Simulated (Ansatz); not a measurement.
# A hypothetical structure for BaLiGe, part 2 of 2

This structure for BaLiGe is made up. Its elements were placed in a known structure type with a cell scaled to their sizes. What cell does the guess relax to, and how far off was it?

Ansatz 0.2.0; DFT, PBE, plane-wave PAW, files of the set soft_1, scalar-relativistic, no spin, cell and ions relaxed at zero pressure; PAW set soft_1 (the session's first sound run).

So far: The starting structure; Relaxation of the guess. The relaxed cell has a = 4.965, c = 3.999 Å (conventional setting).

## 3. Bands of the relaxed cell

With the geometry fixed, one more self-consistent run, with a narrower smearing and the mesh shown in its input, gives the bands, and its pressure, and its forces where symmetry allows any, show how far the geometry depends on these settings.

This step: DFT, PBE, plane-wave PAW, files of the set soft_1, scalar-relativistic, no spin, bands and density of states at the relaxed cell; PAW set soft_1 (Ansatz 0.2.0).

input.yaml

```yaml
crystal:
  lattice:
    - [4.9653647067, 0.0, 0.0]
    - [-2.4826823534, 4.3001319751, 0.0]
    - [0.0, 0.0, 3.9989468305]
  atoms:
    - { symbol: Ba, position: [0.6666666667, 0.3333333333, 0.0] }
    - { symbol: Ge, position: [0.3333333333, 0.6666666667, 0.5] }
    - { symbol: Li, position: [0.0, 0.0, 0.5] }
kpoints:
  mp_grid: { grid: [8, 8, 8] }
  band_path:
    path:
      - [[0.0, 0.0, 0.0], [0.5, 0.0, 0.0], [0.33333333, 0.33333333, 0.0], [0.0, 0.0, 0.0], [0.0, 0.0, 0.5], [0.5, 0.0, 0.5], [0.33333333, 0.33333333, 0.5], [0.0, 0.0, 0.5]]
      - [[0.5, 0.0, 0.5], [0.5, 0.0, 0.0]]
      - [[0.33333333, 0.33333333, 0.0], [0.33333333, 0.33333333, 0.5]]
    npoints: 8
scf:
  occupations: { method: fermi_dirac, width: 0.03 }
  n_extra_bands: 7
hamiltonian:
  xc: pbe
  pseudopotentials: { kind: paw, azcp: { folder: soft_1 } }
output:
  forces: true
  stress: true
  write_bands: true
  dos: { projected: true }
  write_density: true
  write_potential: true
  elf: true
  volumetric_format: npy
```

Started as:

```console
> ansatz run input.yaml --threads 4 --pin off --max-ram 8192MiB --backend cpu --events-out ev --progress --plain --runs-dir out
```

Numbers of over 12 decimals in the logs are rounded to 6 here.

The program printed:

```text
[...]
Crystal: 3 atoms, lattice volume = 85.384 Å³
Basis set: ecut = 420 eV, 1675 PW (Γ), exchange–correlation on 72×72×54 points (8 copies of the dense FFT grid, shifted against one another)
Bands: 21, of which v1, the nominal top of the filled ones, is band 14 counted from 1 (13 counted from 0)
Symmetry: 12 space group operations
[...]
k-points: 50 of 512 (time reversal used)
[...]
SCF iter   1: F=—  HF=-10451.245634 eV  |F-HF|=—  |Δ(HF+E_count)|=         —  Δρ=3.47e-2  dr2=2.01e0  ethr=3.10e-3  ⟨swp⟩=10.4  Hψ=6867  notcnv=0
[...]
SCF iter   9: F=-10450.521751 eV  HF=-10450.521751 eV  |F-HF|=9.07e-9  |Δ(HF+E_count)|=   1.35e-7  Δρ=5.21e-6  dr2=3.22e-8  ethr=3.70e-10  ⟨swp⟩=14.5  Hψ=8394  notcnv=0
SCF 1 converged in 9 iterations: F = -10450.521751 eV  dr2 = 3.22e-8
[...]
NSCF: frozen V_eff on 75 k-points
SCF converged after 9 iterations
Free energy (F): -10450.521751 eV
[...]
Internal energy: -10450.512216 eV  (E = F + TS)
E sigma→0 (E₀):  -10450.516983 eV
Entropy (-TS):   -0.009535 eV (-3.178 meV/atom)
Fermi energy:    6.494630 eV
[...]
--- Stress (GPa, compression-positive) ---
       -0.013445      -0.000000      -0.000000
       -0.000000      -0.013445      -0.000000
       -0.000000      -0.000000       0.021413
  P = ⅓ Tr σ = -0.0018 GPa (-0.018 kbar)
--- Band table (eV; the first three rows and the last of 50) ---
  k-point 0: bands = [... 10 lower, -1.0449, 5.9578, 5.9578, 7.6189, 7.9117, 8.4972, 10.4850, 10.4850, ... 3 higher]
  k-point 1: bands = [... 10 lower, -0.9021, 6.0631, 6.0631, 6.8859, 8.1195, 9.0090, 9.6292, 9.6292, ... 3 higher]
  k-point 2: bands = [... 10 lower, -0.5424, 5.6565, 6.3445, 6.3445, 8.7469, 8.7469, 8.8942, 9.7534, ... 3 higher]
  k-point 49: bands = [... 10 lower, -0.2675, 4.9416, 5.5671, 6.4911, 7.6232, 9.6611, 10.3012, 11.9355, ... 3 higher]
```

The job ended after 4.8 s (4 threads of Intel Xeon Platinum 8375C at 2.90GHz (Ice Lake), shared host; peak memory 0.6 GiB).

Numbers from this step:

```yaml
free_energy: -10450.5218 eV
energy_at_zero_smearing: -10450.5170 eV
smearing_term_ts: 0.009535 eV
fermi_energy: 6.495 eV
pressure: -0.001826 GPa
```

bands.tsv at the labelled points (eV, zero at the Fermi level; the bands that come nearest the Fermi level along the path):

```
point  band 10  band 11  band 12  band 13  band 14  band 15  band 16  band 17
    Γ   -12.49    -7.54    -0.54    -0.54     1.12     1.42     2.00     3.99
    M   -12.47    -6.93    -2.01    -0.03     0.79     1.40     3.72     3.88
    K   -12.47    -6.84    -1.73    -1.06     1.46     2.36     2.41     3.45
    Γ   -12.49    -7.54    -0.54    -0.54     1.12     1.42     2.00     3.99
    A   -12.65    -6.43    -2.23     0.26     0.26     2.10     2.10     2.58
    L   -12.68    -6.74    -1.08    -0.88    -0.81     0.98     3.43     4.77
    H   -12.75    -6.77    -1.60    -0.90     0.06     1.18     3.15     3.63
    A   -12.65    -6.43    -2.23     0.26     0.26     2.10     2.10     2.58
    L   -12.68    -6.74    -1.08    -0.88    -0.81     0.98     3.43     4.77
    M   -12.47    -6.93    -2.01    -0.03     0.79     1.40     3.72     3.88
    K   -12.47    -6.84    -1.73    -1.06     1.46     2.36     2.41     3.45
    H   -12.75    -6.77    -1.60    -0.90     0.06     1.18     3.15     3.63
```

Counts of states for the cell as run, both spins, by energy window (eV from the Fermi level):

```csv
from,to,total
-8,-7,0.39
-7,-6,1.61
-6,-5,0.00
-5,-4,0.00
-4,-3,0.00
-3,-2,0.01
-2,-1,1.93
-1,0,3.06
0,1,0.83
1,2,2.17
2,3,1.08
3,4,3.10
4,5,2.57
```

A further 20.0 states lie below the table's range.

Electrostatic potential energy in the ab plane at fractional z = 0.500, with atoms of Ge and Li within 0.2 Å of it. With pseudopotentials it is smooth inside the atoms' cores, unlike the true potential.

Ten even steps from '0' (-18 eV) to '9' (9 eV), each cell a mean:
```
04899988999720
58997445899742
89962112799877
99621212799999
98312214999999
97212137999999
97211379999999
98656899999999
99999999999999
99999999999999
98899999999999
65789999999998
00589999999983
00699999999840
```
Columns run along a (5.0 Å; values clipped at the 3rd and 97th percentile), rows up along b (5.0 Å). Atoms in or near the plane, at fractional coordinates: Ge at (0.33, 0.67), Li at (0.00, 0.00).

Valence density in the ab plane at fractional z = 0.500, with atoms of Ge and Li within 0.2 Å of it. It is the smooth field of the valence electrons, not physical close to the nuclei.

Ten steps, logarithmic in the rise over the least value, from '0' (0 e/Å³) to '9' (34 e/Å³), each cell a mean:
```
52000011000025
10001121100012
00013542100000
00137862100000
01269951000000
01268621000000
01233210000000
01111100000000
00110000000000
00000000000000
00000000000000
00000000000000
43000000000002
64000000000015
```
Columns run along a (5.0 Å), rows up along b (5.0 Å). Atoms in or near the plane, at fractional coordinates: Ge at (0.33, 0.67), Li at (0.00, 0.00).

ELF in the ab plane at fractional z = 0.500, with atoms of Ge and Li within 0.2 Å of it. It is the smooth field of the valence electrons, not physical close to the nuclei.

Ten even steps from '0' (0.02) to '9' (0.97), each cell a mean:
```
71277767776128
12676556786102
37764335686100
67642224786313
77524335774225
76421256642125
76544566420025
77666764100025
77777742000025
77877420000025
33344210000124
00012211111221
64013444444201
96036666666217
```
Columns run along a (5.0 Å), rows up along b (5.0 Å). Atoms in or near the plane, at fractional coordinates: Ge at (0.33, 0.67), Li at (0.00, 0.00).

## 4. Outcome

```
space group, relaxed : P-6m2
conventional cell    : a = 4.965, b = 4.965, c = 3.999 Å; α = 90.0°, β = 90.0°, γ = 120.0°
volume per atom      : 28.46 Å³ (guess 29.02)
```

**Reading.** BaLiGe relaxes to P-6m2 with a = 4.965, b = 4.965 and c = 3.999 Å. The guessed volume was 2 % too large. The space group P-6m2 was held in the relaxation, so the end point is a stationary structure within it and may be a saddle against distortions or other arrangements. Bands cross the Fermi level, so it is a metal or semimetal at this level. The electron count is odd, which forces that without spin polarisation or a larger cell. On the 8×8×8 mesh with the narrower smearing (relaxed on 6×6×7) the forces vanish, as symmetry may demand, and the largest stress component is 0.021 GPa, within the relaxation's thresholds of 0.015 eV/Å and 0.05 GPa. The cutoff wasn't tested. Spin-orbit coupling is left out, which can matter for elements this heavy. No dispersion term is used, so weakly bound directions may come out too long. Nothing here tests whether the compound is stable against decomposition.

[Logs are printed without paths, hosts, clocks, repeated set-up lines and the standing remarks that a program may print on its own settings, such as how far it seeks lower states.]

[Hosts, paths, dates, database ids (printed as entryN), source tags and the programs' standing remarks are cut or masked in the printed files.]
